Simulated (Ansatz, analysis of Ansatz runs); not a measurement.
**Al-H pair in Si: local vibrational mode against experiment**

Subject: Al-H pair in Si. Wanted: its local vibrational mode, in one set-up (r2SCAN, 64-site cell, r2SCAN lattice, 500 eV, k: the single point 1/4 1/4 1/4, anharmonic cut along the mode). The model is a cell of 64 host atoms with Al put on another atom's site and H put in between. The frequencies come from force constants among the defect atom and its neighbours, with the masses of the isotopes named. A meta-GGA costs about twice a GGA and mends lattice constants and part of the gap.

**The experiment.** Si-H stretch, 1H: 2201 cm⁻¹, by IR absorption (quoted in “Local vibrational modes of impurities in silicon”, 2008, M.D. McCluskey, quoting earlier work (1987)). The calculation is set beside it at the end.

Program: Ansatz 0.2.0. Level of theory: plane-wave PAW DFT, r2SCAN; relaxation of all atoms of a defect supercell. Results are calculated unless marked as measured.

Report form: the programs' logs are mostly left out.

### 1. The structure

The cell holds 65 atoms: 63 Si, 1 Al and 1 H. Its edges and angles: a = 10.888 Å, b = 10.888 Å, c = 10.888 Å, α = 90.0°, β = 90.0°, γ = 90.0°. It derives from Si (space group Fd-3m). Nearest the centre at fractional (0.346, 0.346, 0.346): H65 at 0.55 Å, Al8 at 1.00 Å, Si4 at 2.06 Å, Si27 at 2.59 Å, Si49 at 2.59 Å, Si42 at 2.59 Å, Si7 at 3.41 Å, Si6 at 3.41 Å.

The host's primitive cell comes from a first run (plane-wave PAW DFT, r2SCAN; relaxation of the host's cell and atoms): vectors of 3.850, 3.850 and 3.850 Å. That is 20.17 Å³ an atom, 0.7 % over the diffraction cell's volume. The supercell is built on it.

### 2. Relaxation, charge 0

Every later number rests on the structure around the defect, so the atoms are relaxed at the host's lattice first.

The input, relax/input.yaml:

```yaml
relax:
  f_tol: 0.01
  max_steps: 80
  random_displacement: { amplitude: 0.02, seed: 606 }
crystal:
  lattice:
    - [10.88847935, 0.0, 0.0]
    - [0.0, 10.88847935, 0.0]
    - [0.0, 0.0, 10.88847935]
  atoms:
    - { symbol: Si, position: [0.0, 0.0, 0.25] }
    - { symbol: Si, position: [0.0, 0.25, 0.0] }
    - { symbol: Si, position: [0.25, 0.0, 0.0] }
    - { symbol: Si, position: [0.236747461, 0.236747461, 0.236747461] }
    - { symbol: Si, position: [0.125, 0.125, 0.375] }
    - { symbol: Si, position: [0.125, 0.375, 0.125] }
    - { symbol: Si, position: [0.375, 0.125, 0.125] }
    - { symbol: Al, position: [0.398860081, 0.398860081, 0.398860081] }
[... 53 atom lines left out ...]
    - { symbol: Si, position: [0.625, 0.875, 0.625] }
    - { symbol: Si, position: [0.875, 0.625, 0.625] }
    - { symbol: Si, position: [0.875, 0.875, 0.875] }
    - { symbol: H, position: [0.316442, 0.316442, 0.316442] }
basis:
  ecutwfc: 500
  xc_grid: 2
hamiltonian:
  xc: r2scan
kpoints:
  mp_grid: { grid: [1, 1, 1], shift: [0.25, 0.25, 0.25] }
scf:
  occupations: { method: fermi_dirac, width: 0.01 }
  max_iter: 120
output:
  forces: true
checkpoint:
  write: "../relax.run"
  compress: false
  write_wavefunctions: true
  write_every: 100000
```

On the command line:

```
ansatz run input.yaml --threads 4 --pin off --max-ram 7536MiB --backend cpu --events-out ev --progress --plain --runs-dir out
```

It took 3.3 min on 4 threads of AMD EPYC 7B13 (Zen 3), shared host; peak memory 2.3 GiB.

The steps of the relaxation:

| step | energy less that of the first step (eV) | largest force component (eV/Å) |
| --- | --- | --- |
| 1 | 0.0000 | 1.9741 |
| 2 | -0.7122 | 0.3359 |
| 3 | -0.7554 | 0.0940 |
| 4 | -0.7574 | 0.0286 |
| 5 | -0.7577 | 0.0085 |
| 6 | -0.7578 | 0.0071 |
| 7 | -0.7579 | 0.0116 |
| 8 | -0.7580 | 0.0157 |
| 9 | -0.7583 | 0.0209 |
| 10 | -0.7588 | 0.0280 |
| 11 | -0.7598 | 0.0370 |
| 12 | -0.7615 | 0.0477 |
| 13 | -0.7644 | 0.0587 |
| 14 | -0.7689 | 0.0670 |
| 15 | -0.7749 | 0.0690 |
| 16 | -0.7813 | 0.0677 |
| 17 | -0.7927 | 0.0915 |
| 18 | -0.7937 | 0.0230 |
| 19 | -0.7939 | 0.0116 |
| 20 | -0.7939 | 0.0080 |

The atoms that moved most (Å, from the sites as typed, ahead of the random displacement, the mean shift of all atoms taken out):

| atom | dx | dy | dz | length |
| --- | --- | --- | --- | --- |
| H65 | -0.547 | 0.175 | 0.174 | 0.600 |
| Si49 | 0.068 | 0.056 | -0.101 | 0.134 |
| Si42 | 0.068 | -0.101 | 0.056 | 0.134 |
| Si27 | -0.016 | 0.080 | 0.080 | 0.114 |
| Al8 | -0.014 | -0.076 | -0.076 | 0.108 |
| Si6 | -0.057 | 0.002 | -0.068 | 0.089 |
| Si5 | -0.057 | -0.068 | 0.002 | 0.089 |
| Si31 | 0.005 | 0.050 | 0.049 | 0.070 |

The atoms nearest to the centre after the run:

| atom | distance (Å) |
| --- | --- |
| H65 | 0.889 |
| Al8 | 0.906 |
| Si4 | 2.091 |
| Si27 | 2.701 |
| Si42 | 2.716 |
| Si49 | 2.716 |
| Si7 | 3.412 |
| Si6 | 3.503 |
| Si5 | 3.503 |

Neighbours of the added atoms: H65: Si4 1.53, Al8 1.70, Si27 2.70 Å.

Numbers from this step:

```yaml
free_energy: -40816.2058 eV
```

The relaxation ends 12 meV an atom lower than the displaced start, with a largest force component of 0.0080 eV/Å.

### 3. Local vibrational modes

A local mode lives on the defect and the atoms next to it, so only the sites listed in the input are displaced, which costs far fewer SCF runs than the whole cell would.

This step: plane-wave PAW DFT, r2SCAN; finite-displacement force constants among the atoms nearest to a defect, the others at rest.

The input, modes/input.yaml:

```yaml
crystal:
  lattice:
    - [10.88847935, 0.0, 0.0]
    - [0.0, 10.88847935, 0.0]
    - [0.0, 0.0, 10.88847935]
  atoms:
    - { symbol: Si, position: [-0.002747067, -0.003898073, 0.24859614] }
    - { symbol: Si, position: [-0.002781779, 0.248556633, -0.003907166] }
[... 1 atom line left out ...]
    - { symbol: Si, position: [0.233382277, 0.235596478, 0.235640797] }
    - { symbol: Si, position: [0.119860468, 0.118537263, 0.375034876] }
    - { symbol: Si, position: [0.11985155, 0.374974895, 0.118559278] }
    - { symbol: Si, position: [0.380827471, 0.12554318, 0.125574252] }
    - { symbol: Al, position: [0.397622559, 0.391723058, 0.391711353] }
[... 5 atom lines left out ...]
    - { symbol: Si, position: [0.126168308, 0.375734922, 0.625408564] }
[... 6 atom lines left out ...]
    - { symbol: Si, position: [0.126166344, 0.625395216, 0.375770197] }
[... 1 atom line left out ...]
    - { symbol: Si, position: [0.375566238, 0.626509921, 0.122259842] }
[... 3 atom lines left out ...]
    - { symbol: Si, position: [0.248607256, 0.507142071, 0.507152673] }
[... 14 atom lines left out ...]
    - { symbol: Si, position: [0.506310671, 0.240496549, 0.504933433] }
[... 6 atom lines left out ...]
    - { symbol: Si, position: [0.506347194, 0.504945863, 0.24051892] }
[... 15 atom lines left out ...]
    - { symbol: H, position: [0.266272005, 0.332362361, 0.332233135] }
basis:
  ecutwfc: 500
  xc_grid: 2
hamiltonian:
  xc: r2scan
kpoints:
  mp_grid: { grid: [1, 1, 1], shift: [0.25, 0.25, 0.25] }
scf:
  occupations: { method: fermi_dirac, width: 0.01 }
  max_iter: 120
output: {}
checkpoint:
  read: "../relax.run"
phonons:
  supercell: [1, 1, 1]
  displaced_sites: [3, 5, 7, 26, 64]
```

Wall time 5.6 min (4 threads); peak memory 2.3 GiB; 21 min of CPU time.

This step gave:

| Item | Value |
| --- | --- |
| free energy | -40816.2058 eV |

The modes with the largest weight on the probed atoms (the light atom of a pair), for the masses of each isotope. Modes of the displaced atoms (local only where they lie over the host's phonons):

| isotopes | mode (cm⁻¹) | share of the defect atoms |
| --- | --- | --- |
| H | 2126 | 0.981 |
| H | 902 | 0.886 |
| H | 312.4 | 0.558 |
| D | 1518 | 0.962 |
| D | 675.5 | 0.772 |
| D | 233.3 | 0.729 |

### 4. Point 1 along the mode

A light atom samples the curved part of its well, so the energy is mapped along the mode and the one-dimensional Schrödinger equation solved on it.

This step: plane-wave PAW DFT, r2SCAN; single point of a defect supercell.

The input, cut0/input.yaml:

```yaml
crystal:
  lattice:
    - [10.88847935, 0.0, 0.0]
    - [0.0, 10.88847935, 0.0]
    - [0.0, 0.0, 10.88847935]
  atoms:
    - { symbol: Si, position: [-0.002747067, -0.003898073, 0.24859614] }
    - { symbol: Si, position: [-0.002781779, 0.248556633, -0.003907166] }
[... 1 atom line left out ...]
    - { symbol: Si, position: [0.233612915, 0.236154421, 0.236197378] }
    - { symbol: Si, position: [0.119860468, 0.118537263, 0.375034876] }
    - { symbol: Si, position: [0.119875703, 0.374995604, 0.118589027] }
    - { symbol: Si, position: [0.380827471, 0.12554318, 0.125574252] }
    - { symbol: Al, position: [0.397970413, 0.391825452, 0.391814013] }
[... 5 atom lines left out ...]
    - { symbol: Si, position: [0.126168308, 0.375734922, 0.625408564] }
[... 6 atom lines left out ...]
    - { symbol: Si, position: [0.126166344, 0.625395216, 0.375770197] }
[... 1 atom line left out ...]
    - { symbol: Si, position: [0.375566238, 0.626509921, 0.122259842] }
[... 3 atom lines left out ...]
    - { symbol: Si, position: [0.248601071, 0.507170111, 0.507180711] }
[... 14 atom lines left out ...]
    - { symbol: Si, position: [0.506310671, 0.240496549, 0.504933433] }
[... 6 atom lines left out ...]
    - { symbol: Si, position: [0.506347194, 0.504945863, 0.24051892] }
[... 15 atom lines left out ...]
    - { symbol: H, position: [0.248591017, 0.311629157, 0.311516205] }
basis:
  ecutwfc: 500
  xc_grid: 2
hamiltonian:
  xc: r2scan
kpoints:
  mp_grid: { grid: [1, 1, 1], shift: [0.25, 0.25, 0.25] }
scf:
  occupations: { method: fermi_dirac, width: 0.01 }
  max_iter: 120
output:
  forces: true
checkpoint:
  read: "../relax.run"
```

The job ended after 14 s (4 threads; peak memory 2.2 GiB).

This step gave:

```
free energy : -40814.4232 eV
```

The other runs of this kind differ in structure, charge or spin alone:

| run | outcome | energy less the first (eV) | moment (μB) | time |
| --- | --- | --- | --- | --- |
| point 1 along the mode | converged | 0.0000 | 0.00 | 14 s |
| point 2 along the mode | converged | -0.9400 | 0.00 | 14 s |
| point 3 along the mode | converged | -1.4280 | 0.00 | 14 s |
| point 4 along the mode | converged | -1.7013 | 0.00 | 13 s |
| point 5 along the mode | converged | -1.7138 | 0.00 | 12 s |
| point 6 along the mode | converged | -1.5155 | 0.00 | 14 s |
| point 7 along the mode | converged | -1.2157 | 0.00 | 13 s |
| point 8 along the mode | converged | -0.7231 | 0.00 | 14 s |
| point 9 along the mode | converged | -0.0389 | 0.00 | 13 s |

### 5. Anharmonic fundamental

Analysis of the runs above: one-dimensional Schroedinger equation on a polynomial through r2SCAN energies along the local mode.

It gives:

```yaml
stretch: 2162 cm⁻¹
stretch_harmonic: 2126 cm⁻¹
```

Table of energy by normal coordinate:

| normal coordinate (amu½ Å) | energy (eV) |
| --- | --- |
| -0.378 | 1.78 |
| -0.277 | 0.843 |
| -0.189 | 0.355 |
| -0.094 | 0.0813 |
| 0.000 | 0 |
| 0.094 | 0.0688 |
| 0.189 | 0.267 |
| 0.277 | 0.567 |
| 0.378 | 1.06 |
| 0.479 | 1.74 |

### 6. Summary of results

```json
{"distance from the defect atom to its nearest neighbour": "1.531 Å", "Si-H stretch, 1H": "2162 cm⁻¹", "time of the whole chain": "11 min on 4 threads"}
```

**Reading.** Si-H stretch, 1H: computed 2162 cm⁻¹, measured 2201 cm⁻¹; 39 cm⁻¹ (2 %) below the measurement. The anharmonic cut moves the Si-H stretch, 1H from 2126 to 2162 cm⁻¹; a straight cut leaves out the coupling to the other modes. Only the named neighbours move, so modes near the host's band are approximate.

[Logs are printed without paths, hosts, clocks, repeated set-up lines and the standing remarks that a program may print on its own settings, such as how far it seeks lower states.]

[Hosts, paths, dates, database ids (printed as entryN), source tags and the programs' standing remarks are cut or masked in the printed files.]

[For some hosts the program warned that the k-mesh of the response run may be too coarse for force constants and the static dielectric constant; such warnings are not shown here.]
